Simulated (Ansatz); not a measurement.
# A frame of liquid Al2O3 from 2500 K (125 atoms): geometry optimisation, part 3 of 3

How does a frame of liquid Al2O3 from 2500 K (125 atoms) relax, and what do bonds, charges and levels look like afterwards?

Ansatz 0.2.0; Kohn-Sham DFT, PBEsol, PAW (set soft_2), plane waves.

The cell: 50 Al and 75 O. The network of bonds at the start is that of the classical potential that made the cell. Sampling is at Γ alone, for a cell whose shortest periodic width is 11 Å.

So far, density (g/cm³): step 4 (distances and neighbours after relaxation) 2.81.

## 6. A run with a doubtful setting

The input is spoilt on purpose; the run shows how that looks.

File input.yaml:

```yaml
crystal:
  lattice:
    - [11.4632, 0.0, 0.0]
    - [0.0, 11.4632, 0.0]
    - [0.0, 0.0, 11.4632]
  atoms:
    - { symbol: Al, position: [0.71249, 0.59162, 0.05378], spin: 2.0 }
    - { symbol: Al, position: [0.31765, 0.64399, 0.29789] }
    - { symbol: Al, position: [0.40215, 0.8185, 0.38441] }
    - { symbol: Al, position: [0.79453, 0.38597, 0.89437] }
    - { symbol: Al, position: [0.16444, 0.61004, 0.04788] }
    - { symbol: Al, position: [0.74606, 0.4037, 0.35529] }
    - { symbol: Al, position: [0.76275, 0.60481, 0.53762] }
    - { symbol: Al, position: [0.81731, 0.01108, 0.26272] }
    - { symbol: Al, position: [0.57066, 0.06665, 0.3977] }
    - { symbol: Al, position: [0.96352, 0.83998, 0.13388] }
    - { symbol: Al, position: [0.65474, 0.85286, 0.51248] }
    - { symbol: Al, position: [0.56976, 0.11432, 0.11484] }
    - { symbol: Al, position: [0.94294, 0.78211, 0.63917] }
    - { symbol: Al, position: [0.39662, 0.01581, 0.81142] }
    - { symbol: Al, position: [0.6905, 0.8461, 0.07992] }
    - { symbol: Al, position: [0.69373, 0.81558, 0.78964] }
    - { symbol: Al, position: [0.80197, 0.27531, 0.13058] }
    - { symbol: Al, position: [0.02414, 0.11694, 0.11418] }
    - { symbol: Al, position: [0.3363, 0.03203, 0.26002] }
    - { symbol: Al, position: [0.49089, 0.43957, 0.38161] }
    - { symbol: Al, position: [0.32934, 0.17417, 0.95803] }
    - { symbol: Al, position: [0.02533, 0.35089, 0.28049] }
    - { symbol: Al, position: [0.06421, 0.62795, 0.26737] }
    - { symbol: Al, position: [0.52542, 0.21255, 0.61017] }
    - { symbol: Al, position: [0.52654, 0.58773, 0.73149] }
    - { symbol: Al, position: [0.90311, 0.6607, 0.92402] }
    - { symbol: Al, position: [0.85176, 0.04411, 0.48549] }
    - { symbol: Al, position: [0.44817, 0.90068, 0.06721] }
    - { symbol: Al, position: [0.04799, 0.36422, 0.06288] }
    - { symbol: Al, position: [0.0441, 0.26669, 0.5592] }
    - { symbol: Al, position: [0.01098, 0.41194, 0.76021] }
    - { symbol: Al, position: [0.13929, 0.60166, 0.74773] }
    [... 87 atom lines left out ...]
    - { symbol: O, position: [0.81457, 0.48924, 0.45594] }
    - { symbol: O, position: [0.31304, 0.61178, 0.98779] }
    - { symbol: O, position: [0.48064, 0.68583, 0.30603] }
    - { symbol: O, position: [0.48284, 0.27391, 0.99082] }
    - { symbol: O, position: [0.26624, 0.74546, 0.40243] }
    - { symbol: O, position: [0.70083, 0.94192, 0.91566] }
kpoints:
  mp_grid: { grid: [1, 1, 1] }
hamiltonian:
  xc: pbesol
scf:
  occupations: { method: fermi_dirac, width: 0.025 }
  max_iter: 100
output:
  forces: true
```

The run is started by

```console
$ ansatz run input.yaml --threads 4 --pin off --max-ram 8192MiB --backend cpu --events-out ev --progress --plain --runs-dir out
```

The program printed:

```text
Error: inconsistent input (magnetization.spin_polarized): false but per-atom `spin:`, `per_species`, `initial_magnetization`, `magnetic_field`, or `spin_locking` is set
```

Elapsed: 0.02 s, on 4 threads of Intel Xeon Platinum 8488C (Sapphire Rapids), shared host; peak memory 0.043 GiB.

The input was rejected at the start.

The program's message: “Error: inconsistent input (magnetization.spin_polarized): false but per-atom `spin:`, `per_species`, `initial_magnetization`, `magnetic_field`, or `spin_locking` is set”

The fault in the input: a moment without spin polarisation (crystal.atoms[0].spin = 2.0 and starting moments = "other"). The fix is to switch spin polarisation on, or take the moment out.

## 7. Changed: crystal.symmetry.detect = false

Changed here: crystal.symmetry.detect = false.

File input.yaml:

```yaml
crystal:
  lattice:
    - [11.4632, 0.0, 0.0]
    - [0.0, 11.4632, 0.0]
    - [0.0, 0.0, 11.4632]
  atoms:
    [... the 125 atom lines of step 2 ...]
  symmetry: { detect: false }
kpoints:
  mp_grid: { grid: [1, 1, 1] }
hamiltonian:
  xc: pbesol
scf:
  occupations: { method: fermi_dirac, width: 0.025 }
output:
  forces: true
  stress: true
  populations: intrinsic
  dos:
    method: { smearing: { sigma: 0.08 } }
    de: 0.1
    projected: { site_lists: { Al: [Al], O: [O] } }
  eigenvalues: true
```

The program printed:

```text
[...]
Crystal: 125 atoms, lattice volume = 1506.321 Å³
Basis set: ecut = 420 eV, 29423 PW (Γ), exchange–correlation on 160×160×160 points (8 copies of the dense FFT grid, shifted against one another)
Bands: 425, of which v1, the nominal top of the filled ones, is band 300 counted from 1 (299 counted from 0)
Symmetry: 1 space group operations
k-points: 1
[...]
SCF iter   1: F=—  HF=-68403.572958 eV  |F-HF|=—  |Δ(HF+E_count)|=         —  Δρ=1.31e-2  dr2=2.16e0  ethr=1.77e-3  ⟨swp⟩=6.0  Hψ=1910  notcnv=0  defer=48
[...]
SCF iter  10: F=—  HF=-68402.977017 eV  |F-HF|=—  |Δ(HF+E_count)|=   4.30e-7  Δρ=5.25e-6  dr2=3.92e-7  ethr=1.55e-10  ⟨swp⟩=2.0  Hψ=602  notcnv=0  defer=119
SCF iter  11: F=-68402.977017 eV  HF=-68402.977017 eV  |F-HF|=2.72e-8  |Δ(HF+E_count)|=   7.29e-8  Δρ=1.48e-6  dr2=4.22e-8  ethr=1.67e-11  ⟨swp⟩=12.0  Hψ=2468  notcnv=0
SCF 1 converged in 11 iterations: F = -68402.977017 eV  dr2 = 4.22e-8
[...]
SCF converged after 11 iterations
Free energy (F): -68402.977017 eV
[...]
Internal energy: -68402.977017 eV  (E = F + TS)
E sigma→0 (E₀):  -68402.977017 eV
Fermi energy:    5.789321 eV
[...]
Σ components = -68402.977017   (vs F -68402.977017, Δ=0.00e0)
--- Forces (eV/Å), atoms counted from 1 ---
  atom   1  Al    -1.54086625     1.31000166    -4.42942370
  atom   2  Al     2.74769402    -2.55559114     1.54913011
  atom   3  Al     2.47702882     3.12597574    -1.78103187
  atom   4  Al     0.12795565     2.66739267    -2.32314744
[...]
atom 125  O      0.99268748    -2.11869058    -1.24280402
  max |Σ_I F_I| component: 9.60e-5 eV/Å
--- Stress (GPa, compression-positive) ---
       -4.818683       0.146824      -3.297533
        0.146825      -3.881381       0.237896
       -3.297552       0.237891      -2.073245
  P = ⅓ Tr σ = -3.5911 GPa (-35.911 kbar)
--- Band table (eV) ---
[...]
--- intrinsic populations: 125 sites ---
  site symbol       q [e]
     0     Al      1.7195
     1     Al      1.6559
     2     Al      1.6837
[...]
124      O      6.8354
  spilling = -0.000000 (of n_electrons = 600.000000)
```

Elapsed: 15 s, on 4 threads; peak memory 2.1 GiB.

Geometry and reference: those of the single point at the start.

Forces differ from those of the single point at the start by 0 meV/Å r.m.s., 0 % of their size. It took 0.95 times the reference's time (shared host, so rough).

## 8. Outcome

```yaml
energy_change_in_the_relaxation: -401.8 meV/atom
r_m_s_displacement: 0.574 Å
largest_displacement: 1.596 Å
free_energy_per_atom: -547.6256 eV/atom
pressure: -6.812 GPa
r_m_s_force_component: 0.00559 eV/Å
spacing_of_highest_filled_and_lowest_empty_level: 2.245 eV
wall_time_of_the_4_dft_runs: 3.4 min
```

**Reading.** Relaxation lowers the energy by 402 meV/atom and moves atoms by 0.57 Å r.m.s.; the r.m.s. force component goes from 2.1 to 0.0056 eV/Å, the pressure goes from -3.6 to -6.8 GPa, and the gap from 1.17 to 2.25 eV. By the final cutoffs 14 of 210 bonded pairs parted and 22 joined. First to last step the energy falls by 50.226 eV; the largest move, 1.60 Å, is that of O56. The O-Al bonds go from 1.883 Å (spread 0.195) to 1.849 Å (spread 0.095), and their number from 210 to 218. Counting bonds as in the table, 68 % of Al atoms have 4 and 88 % of O atoms have 3 bonded neighbours. 11 % of the oxygens bridge two formers (Al) and 0 % are non-bridging; 88 % join three; 1 % join four. The highest filled and lowest empty levels differ by 2.25 eV (at Γ alone); a semilocal functional tends to put such gaps too low. In a disordered cell it changes from sample to sample and from frame to frame.

Caveats: The network of bonds at the start is that of the classical potential that made the cell; in DFT 14 of its 210 bonded pairs passed out of the cutoffs and 22 came within them. The stress is far from hydrostatic: its diagonal is -8.4, -4.4, -7.6 GPa, compression counted positive. The pressure of -6.8 GPa says that the cell would shrink at this level of theory.

[Logs are printed without paths, hosts, clocks, repeated set-up lines and the standing remarks that a program may print on its own settings, such as how far it seeks lower states.]

[Hosts, paths, dates, database ids (printed as entryN), source tags and the programs' standing remarks are cut or masked in the printed files.]
